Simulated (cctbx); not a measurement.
## Sm2Mg9Fe6Sn2 with cctbx, script by script

Library: cctbx 2025.11. The data are simulated by the first script.

## 1. Simulate the data

run.py:

```python
from cctbx import adptbx, crystal, miller, sgtbx, xray
from cctbx.array_family import flex
from iotbx.shelx import hklf
from scitbx import matrix
import scitbx.random

cs = crystal.symmetry(unit_cell=(9.531, 9.531, 14.487, 90, 90, 120), space_group_symbol='Hall: -R 3 2"')  # R-3m
atoms = [  # label, site, U (iso, or U11 U22 U33 U12 U13 U23 in A^2), occupancy
    ("Sm1", (1/3, 2/3, 0.0128), (0.0237, 0.0237, 0.0206, 0.0119, -0.0000, 0.0000), 1),
    ("Sn1", (1/3, 2/3, 0.7681), (0.0200, 0.0200, 0.0150, 0.0100, 0.0000, 0.0000), 1),
    ("Fe1", (0.36352, 1/3, 1/3), (0.0216, 0.0195, 0.0229, 0.0097, 0.0009, 0.0017), 1),
    ("Mg1", (0.9973, 0.49865, 0.1586), (0.0262, 0.0274, 0.0254, 0.0131, -0.0019, -0.0010), 1),
    ("Mg2", (1/3, 0.16667, 0.16667), (0.0282, 0.0174, 0.0389, 0.0141, -0.0016, -0.0008), 1),
]
xs = xray.structure(crystal_symmetry=cs)
for label, site, u, occ in atoms:
    u = adptbx.u_cif_as_u_star(cs.unit_cell(), u) if isinstance(u, tuple) else u
    xs.add_scatterer(xray.scatterer(label, site=site, u=u, occupancy=occ))
xs.set_inelastic_form_factors(0.6889, "sasaki")
xs.show_summary()
p1 = xs.expand_to_p1()
ms = miller.build_set(p1, anomalous_flag=True, d_min=0.75)
flex.set_random_seed(645268)
scitbx.random.set_random_seed(645268)
ms = ms.select(flex.random_double(ms.size()) < 0.5)
i = ms.structure_factors_from_scatterers(p1, algorithm="direct").f_calc().as_intensity_array().data()
i = i / flex.sqrt(1 + 0.3 * i / flex.max(i))  # extinction
i = i * 70000 / flex.max(i)
sig = flex.sqrt(i + flex.pow2(0.06 * i) + 2 ** 2)
noise = scitbx.random.variate(scitbx.random.normal_distribution())(i.size())
data = ms.array(data=i + sig * noise, sigmas=sig).set_observation_type_xray_intensity()
with open("data.hkl", "w") as f:
    data.export_as_shelx_hklf(f)
print("reflections written:", data.size(), " <I/sigma> = %.1f" % flex.mean(data.data() / data.sigmas()))
for h, a, b in list(data.sort("data"))[:12]:
    print("%4d%4d%4d %9.1f %7.1f" % (h + (a, b)))
```

```console
$ python run.py
```

```text
Number of scatterers: 5
At special positions: 5
Unit cell: (9.531, 9.531, 14.487, 90, 90, 120)
Space group: R -3 m :H (No. 166)
reflections written: 5731  <I/sigma> = 4.3
   0  -3   0   75149.3  4208.3
  -3   0   0   72558.5  4208.3
   3  -3   0   71434.3  4208.3
  -3   3   0   65622.4  4208.3
   6  -6   0   50212.1  2812.6
   0   0   6   49473.3  2843.7
   6   0   0   49176.7  2812.6
  -6   6   0   46009.2  2812.6
  -6   0   0   44801.1  2812.6
   0   3  -3   44312.1  2439.1
   3   0   3   42408.3  2439.1
   3  -3  -3   42073.7  2439.1
```

Run time: 0.28 s on 1 thread of Arm Neoverse V2, with other jobs on the host, peak memory 0.07 GiB.

## 2. Refinement (right model, isotropic)

run.py:

```python
import math
from cctbx import adptbx, crystal, maptbx, sgtbx, xray
from cctbx.array_family import flex
from cctbx.xray import observations
from iotbx.shelx import hklf
from scitbx.lstbx import normal_eqns_solving
from smtbx import absolute_structure, utils
from smtbx.refinement import constraints, least_squares

cs = crystal.symmetry(unit_cell=(9.531, 9.531, 14.487, 90, 90, 120), space_group_symbol='Hall: -R 3 2"')  # R-3m
atoms = [  # label, site, U (iso, or U11 U22 U33 U12 U13 U23 in A^2), occupancy
    ("Sm1", (1/3, 2/3, 0.0131), 0.0200, 1),
    ("Sn1", (1/3, 2/3, 0.7678), 0.0200, 1),
    ("Fe1", (0.3644, 1/3, 1/3), 0.0200, 1),
    ("Mg1", (0.9962, 0.4981, 0.1583), 0.0200, 1),
    ("Mg2", (1/3, 0.16667, 0.16667), 0.0200, 1),
]
xs = xray.structure(crystal_symmetry=cs)
for label, site, u, occ in atoms:
    u = adptbx.u_cif_as_u_star(cs.unit_cell(), u) if isinstance(u, tuple) else u
    xs.add_scatterer(xray.scatterer(label, site=site, u=u, occupancy=occ))
xs.set_inelastic_form_factors(0.6889, "sasaki")
raw = hklf.reader(file_name="data.hkl").as_miller_arrays(crystal_symmetry=cs, anomalous=True)[0]
merged = raw.eliminate_sys_absent().merge_equivalents()
fo2 = merged.array().set_observation_type_xray_intensity()
print("Rint %.3f, %d unique reflections to %.2f A" % (merged.r_int(), fo2.size(), fo2.d_min()))
for sc in xs.scatterers():
    sc.flags.set_grad_site(True)
    sc.flags.set_grad_u_aniso(sc.flags.use_u_aniso())
    sc.flags.set_grad_u_iso(sc.flags.use_u_iso())
obs = fo2.as_xray_observations()
extra = {}
rep = constraints.reparametrisation(xs, [], utils.connectivity_table(xs), **extra)
ls = least_squares.crystallographic_ls(obs, rep, weighting_scheme=least_squares.mainstream_shelx_weighting(a=0, b=0))
print("cycle     R1     wR2    GooF  max shift (A)")
for cycle in range(8):
    ls.build_up()
    r1, wr2, goof = ls.r1_factor(cutoff_factor=2)[0], ls.wR2(), ls.goof()
    old = xs.sites_cart()
    normal_eqns_solving.levenberg_marquardt_iterations(ls, n_max_iterations=3, tau=1e-06, step_threshold=1e-7)
    big = flex.max((xs.sites_cart() - old).norms())
    print("%4d %7.4f %7.4f %7.3f %9.5f" % (cycle + 1, r1, wr2, goof, big))
    ls.build_up(objective_only=True)
    if abs(ls.wR2() - wr2) < 5e-5 and big < 5e-4:
        break
ls.build_up()
print("final R1 %.4f wR2 %.4f GooF %.3f  parameters %d  data/parameter %.1f" % (ls.r1_factor(cutoff_factor=2)[0], ls.wR2(), ls.goof(), ls.n_parameters, fo2.size() / ls.n_parameters))
cov = ls.covariance_matrix_and_annotations()
su = dict(zip(cov.annotations, (math.sqrt(max(v, 0)) for v in cov.matrix.matrix_packed_u_diagonal())))
a2 = cs.unit_cell().reciprocal_parameters()[0] ** -2
print("atom        x        y        z      Ueq    occ   su(xyz)  su(Uiso or U11)")
for sc in xs.scatterers():
    s = max(su.get(sc.label + k, 0) for k in (".x", ".y", ".z"))
    npd = "" if sc.is_positive_definite_u(cs.unit_cell()) else "  NPD"
    print("%-5s %8.5f %8.5f %8.5f %8.4f %6.3f %8.5f %7.4f%s" % ((sc.label,) + sc.site + (sc.u_iso_or_equiv(cs.unit_cell()), sc.occupancy, s, su.get(sc.label + ".uiso", su.get(sc.label + ".u11", 0) * a2), npd)))
fo = fo2.f_sq_as_f()
fc = fo.structure_factors_from_scatterers(xs, algorithm="direct").f_calc()
diff = fo.f_obs_minus_f_calc(1 / math.sqrt(ls.scale_factor()), fc).average_bijvoet_mates()
m = diff.fft_map(symmetry_flags=maptbx.use_space_group_symmetry, resolution_factor=0.25).apply_volume_scaling()
print("difference map: max %.2f min %.2f rms %.2f" % (m.statistics().max(), m.statistics().min(), m.statistics().sigma()))
peaks = m.peak_search(parameters=maptbx.peak_search_parameters(min_distance_sym_equiv=0.6, max_clusters=6)).all()
near = xs.closest_distances(peaks.sites(), distance_cutoff=4)
sps = cs.special_position_settings(min_distance_sym_equiv=0.5)
for k, (x, h) in enumerate(zip(peaks.sites(), peaks.heights())):
    ss = sps.site_symmetry(x)
    print("Q%-3d %7.4f %7.4f %7.4f %4d %7.2f  %.2f A from %s" % ((k + 1,) + tuple(t % 1 for t in ss.exact_site()) + (ss.multiplicity(), h, near.smallest_distances[k], xs.scatterers()[near.i_seqs[k]].label)))
```

```console
$ python run.py
```

```text
Rint 0.044, 371 unique reflections to 0.75 A
cycle     R1     wR2    GooF  max shift (A)
   1  0.0560  0.2343   6.793   0.01132
   2  0.0301  0.0951   2.757   0.00008
final R1 0.0301 wR2 0.0951 GooF 2.757  parameters 10  data/parameter 37.1
atom        x        y        z      Ueq    occ   su(xyz)  su(Uiso or U11)
Sm1    0.33333  0.66667  0.01277   0.0229  1.000  0.00004  0.0003
Sn1    0.33333  0.66667  0.76819   0.0183  1.000  0.00005  0.0003
Fe1    0.36381  0.33333  0.33333   0.0220  1.000  0.00011  0.0003
Mg1    0.99744  0.49872  0.15864   0.0275  1.000  0.00030  0.0006
Mg2    0.33333  0.16667  0.16667   0.0262  1.000  0.00000  0.0007
difference map: max 1.43 min -4.24 rms 0.27
Q1    0.0059  0.5029  0.4651   18    1.51  0.51 A from Mg2
Q2    0.0297  0.0594  0.1029   18    0.90  0.49 A from Sn1
Q3    0.0000  0.0000  0.2760    6    0.68  1.02 A from Sm1
Q4    0.0000  0.3876  0.5000   18    0.66  1.07 A from Mg2
Q5    0.0808  0.1616  0.6683   18    0.65  1.35 A from Sm1
Q6    0.0847  0.1695  0.9414   18    0.60  1.53 A from Sn1
```

Time: 0.4 s.

## 3. Refinement (right model, anisotropic)

run.py, as its changes from the last script of this kind:

```diff
@@ -12,5 +12,5 @@
-    ("Sm1", (1/3, 2/3, 0.0131), 0.0200, 1),
-    ("Sn1", (1/3, 2/3, 0.7678), 0.0200, 1),
-    ("Fe1", (0.3644, 1/3, 1/3), 0.0200, 1),
-    ("Mg1", (0.9962, 0.4981, 0.1583), 0.0200, 1),
-    ("Mg2", (1/3, 0.16667, 0.16667), 0.0200, 1),
+    ("Sm1", (1/3, 2/3, 0.01277), 0.0229, 1),
+    ("Sn1", (1/3, 2/3, 0.76819), 0.0183, 1),
+    ("Fe1", (0.36381, 1/3, 1/3), 0.0220, 1),
+    ("Mg1", (0.99744, 0.49872, 0.15864), 0.0275, 1),
+    ("Mg2", (1/3, 0.16667, 0.16667), 0.0262, 1),
@@ -22,0 +23 @@
+xs.convert_to_anisotropic()
```

```console
$ python run.py
```

```text
Rint 0.044, 371 unique reflections to 0.75 A
cycle     R1     wR2    GooF  max shift (A)
   1  0.0302  0.0951   2.802   0.00226
   2  0.0161  0.0329   0.969   0.00000
final R1 0.0161 wR2 0.0329 GooF 0.969  parameters 21  data/parameter 17.7
atom        x        y        z      Ueq    occ   su(xyz)  su(Uiso or U11)
Sm1    0.33333  0.66667  0.01277   0.0224  1.000  0.00001  0.0001
Sn1    0.33333  0.66667  0.76810   0.0182  1.000  0.00002  0.0001
Fe1    0.36359  0.33333  0.33333   0.0215  1.000  0.00004  0.0001
Mg1    0.99717  0.49858  0.15864   0.0263  1.000  0.00010  0.0004
Mg2    0.33333  0.16667  0.16667   0.0270  1.000  0.00000  0.0006
difference map: max 0.64 min -1.27 rms 0.20
Q1    0.0762  0.1524  0.6724   18    0.67  1.29 A from Sm1
Q2    0.1016  0.2032  0.9343   18    0.60  1.76 A from Sn1
Q3    0.0788  0.1576  0.4183   18    0.56  1.67 A from Sm1
Q4    0.0000  0.0000  0.5000    3    0.48  2.23 A from Sm1
Q5    0.0729  0.1458  0.1221   18    0.46  1.24 A from Sn1
Q6    0.0656  0.1311  0.2379   18    0.44  1.88 A from Mg1
```

Time: 0.38 s.

## 4. Refinement

run.py, as its changes from the last script of this kind:

```diff
@@ -12,5 +12,5 @@
-    ("Sm1", (1/3, 2/3, 0.01277), 0.0229, 1),
-    ("Sn1", (1/3, 2/3, 0.76819), 0.0183, 1),
-    ("Fe1", (0.36381, 1/3, 1/3), 0.0220, 1),
-    ("Mg1", (0.99744, 0.49872, 0.15864), 0.0275, 1),
-    ("Mg2", (1/3, 0.16667, 0.16667), 0.0262, 1),
+    ("Sm1", (1/3, 2/3, 0.0514), 0.0200, 1),
+    ("Sn1", (1/3, 2/3, 0.7665), 0.0200, 1),
+    ("Fe1", (0.3254, 1/3, 1/3), 0.0200, 1),
+    ("Mg1", (1.055, 0.5275, 0.1095), 0.0200, 1),
+    ("Mg2", (1/3, 0.16667, 0.16667), 0.0200, 1),
@@ -23 +22,0 @@
-xs.convert_to_anisotropic()
@@ -37 +36 @@
-for cycle in range(8):
+for cycle in range(10):
@@ -41 +40 @@
-    normal_eqns_solving.levenberg_marquardt_iterations(ls, n_max_iterations=3, tau=1e-06, step_threshold=1e-7)
+    normal_eqns_solving.levenberg_marquardt_iterations(ls, n_max_iterations=3, tau=0.0001, step_threshold=1e-7)
```

```console
$ python run.py
```

```text
Rint 0.044, 371 unique reflections to 0.75 A
cycle     R1     wR2    GooF  max shift (A)
   1  0.9164  0.9883  28.658   0.47865
   2  0.7902  0.9463  27.438   0.71813
   3  0.7426  0.9261  26.854   0.07728
   4  0.7332  0.9223  26.743   0.03378
   5  0.7323  0.9221  26.736   0.23443
   6  0.7303  0.9210  26.706   0.28321
   7  0.7290  0.9203  26.683   0.35569
   8  0.7282  0.9199  26.674   0.04344
   9  0.7277  0.9199  26.672   0.07231
  10  0.7275  0.9198  26.672   0.00076
final R1 0.7274 wR2 0.9198 GooF 26.671  parameters 10  data/parameter 37.1
atom        x        y        z      Ueq    occ   su(xyz)  su(Uiso or U11)
Sm1    0.33333  0.66667  0.04699   0.0214  1.000  0.00151  0.0072
Sn1    0.33333  0.66667  0.74141   0.0274  1.000  0.00243  0.0075
Fe1    0.16551  0.33333  0.33333   0.8488  1.000  9.12434  1.0264
Mg1    1.00702  0.50351  0.11210   0.0159  1.000  0.00693  0.0130
Mg2    0.33333  0.16667  0.16667   0.1805  1.000  0.00000  0.1547
difference map: max 525.60 min -81.71 rms 18.71
Q1    0.0000  0.0000  0.3786    6  535.69  0.02 A from Sm1
Q2    0.0000  0.0000  0.0708    6  260.20  0.06 A from Sn1
Q3    0.0015  0.3055  0.2761   36  111.30  1.67 A from Fe1
Q4    0.9978  0.4989  0.1078   18   97.10  0.10 A from Mg1
Q5    0.0000  0.0000  0.1820    6   75.89  1.55 A from Sn1
Q6    0.0004  0.5002  0.3025   18   57.53  2.76 A from Sm1
```

Time: 0.77 s.

This run holds a fault made on purpose: start far from the minimum.

## 5. Refinement

run.py, as its changes from the last script of this kind:

```diff
@@ -12,5 +12,5 @@
-    ("Sm1", (1/3, 2/3, 0.0514), 0.0200, 1),
-    ("Sn1", (1/3, 2/3, 0.7665), 0.0200, 1),
-    ("Fe1", (0.3254, 1/3, 1/3), 0.0200, 1),
-    ("Mg1", (1.055, 0.5275, 0.1095), 0.0200, 1),
-    ("Mg2", (1/3, 0.16667, 0.16667), 0.0200, 1),
+    ("Sm1", (1/3, 2/3, 0.01277), 0.0229, 1),
+    ("Sn1", (1/3, 2/3, 0.76819), 0.0183, 1),
+    ("Fe1", (0.36381, 1/3, 1/3), 0.0220, 1),
+    ("Mg1", (0.99744, 0.49872, 0.15864), 0.0275, 1),
+    ("Mg2", (1/3, 0.16667, 0.16667), 0.0262, 1),
@@ -22 +22,2 @@
-xs.set_inelastic_form_factors(0.6889, "sasaki")
+xs.set_inelastic_form_factors(1.54184, "sasaki")
+xs.convert_to_anisotropic()
@@ -36 +37 @@
-for cycle in range(10):
+for cycle in range(12):
@@ -40 +41 @@
-    normal_eqns_solving.levenberg_marquardt_iterations(ls, n_max_iterations=3, tau=0.0001, step_threshold=1e-7)
+    normal_eqns_solving.levenberg_marquardt_iterations(ls, n_max_iterations=3, tau=1e-06, step_threshold=1e-7)
```

```console
$ python run.py
```

```text
Rint 0.044, 371 unique reflections to 0.75 A
cycle     R1     wR2    GooF  max shift (A)
   1  0.1197  0.4112  12.108   0.01982
   2  0.0650  0.2664   7.845   0.00000
final R1 0.0650 wR2 0.2664 GooF 7.845  parameters 21  data/parameter 17.7
atom        x        y        z      Ueq    occ   su(xyz)  su(Uiso or U11)
Sm1    0.33333  0.66667  0.01275   0.0194  1.000  0.00013  0.0009
Sn1    0.33333  0.66667  0.76830   0.0207  1.000  0.00017  0.0010
Fe1    0.36435  0.33333  0.33333   0.0192  1.000  0.00037  0.0013
Mg1    0.99543  0.49771  0.15939   0.0315  1.000  0.00117  0.0050
Mg2    0.33333  0.16667  0.16667   0.0272  1.000  0.00000  0.0058
difference map: max 15.13 min -2.13 rms 0.58
Q1    0.0000  0.0000  0.3474    6   15.18  0.02 A from Sm1
Q2    0.0000  0.0000  0.0947    6    5.42  0.10 A from Sn1
Q3    0.0000  0.3106  0.0000   18    4.89  0.08 A from Fe1
Q4    0.0017  0.5009  0.1534   18    2.83  0.10 A from Mg1
Q5    0.0101  0.5050  0.4712   18    1.84  0.42 A from Mg2
Q6    0.0000  0.0000  0.0000    3    1.31  1.47 A from Sn1
```

Time: 0.43 s.

This run holds a fault made on purpose: dispersion terms of the wrong wavelength.

## 6. Refinement

run.py, as its changes from the last script of this kind:

```diff
@@ -15,2 +15,2 @@
-    ("Mg1", (0.99744, 0.49872, 0.15864), 0.0275, 1),
-    ("Mg2", (1/3, 0.16667, 0.16667), 0.0262, 1),
+    ("P1", (0.99744, 0.49872, 0.15864), 0.0275, 1),
+    ("Mg1", (1/3, 0.16667, 0.16667), 0.0262, 1),
@@ -22 +22 @@
-xs.set_inelastic_form_factors(1.54184, "sasaki")
+xs.set_inelastic_form_factors(0.6889, "sasaki")
```

```console
$ python run.py
```

```text
Rint 0.044, 371 unique reflections to 0.75 A
cycle     R1     wR2    GooF  max shift (A)
   1  0.0551  0.1994   5.872   0.00200
   2  0.0202  0.0601   1.771   0.00002
final R1 0.0202 wR2 0.0601 GooF 1.771  parameters 21  data/parameter 17.7
atom        x        y        z      Ueq    occ   su(xyz)  su(Uiso or U11)
Sm1    0.33333  0.66667  0.01276   0.0221  1.000  0.00003  0.0002
Sn1    0.33333  0.66667  0.76812   0.0178  1.000  0.00003  0.0002
Fe1    0.36360  0.33333  0.33333   0.0212  1.000  0.00007  0.0003
P1     0.99740  0.49870  0.15863   0.0400  1.000  0.00019  0.0008
Mg1    0.33333  0.16667  0.16667   0.0264  1.000  0.00000  0.0010
difference map: max 0.68 min -1.15 rms 0.23
Q1    0.0766  0.1532  0.6722   18    0.71  1.29 A from Sm1
Q2    0.0763  0.1527  0.4195   18    0.64  1.65 A from Sm1
Q3    0.1019  0.2039  0.9340   18    0.63  1.76 A from Sn1
Q4    0.0000  0.0000  0.5000    3    0.61  2.23 A from Sm1
Q5    0.0648  0.1295  0.2381   18    0.48  1.89 A from Sm1
Q6    0.0714  0.1428  0.1217   18    0.47  1.21 A from Sn1
```

Run time: 0.39 s on 1 thread of Arm Neoverse V2 (shared host), peak memory 0.09 GiB.

This run holds a fault made on purpose: wrong element: P1 is Mg.

[Logs are printed without paths, hosts, clocks, repeated set-up lines and the standing remarks that a program may print on its own settings, such as how far it seeks lower states.]
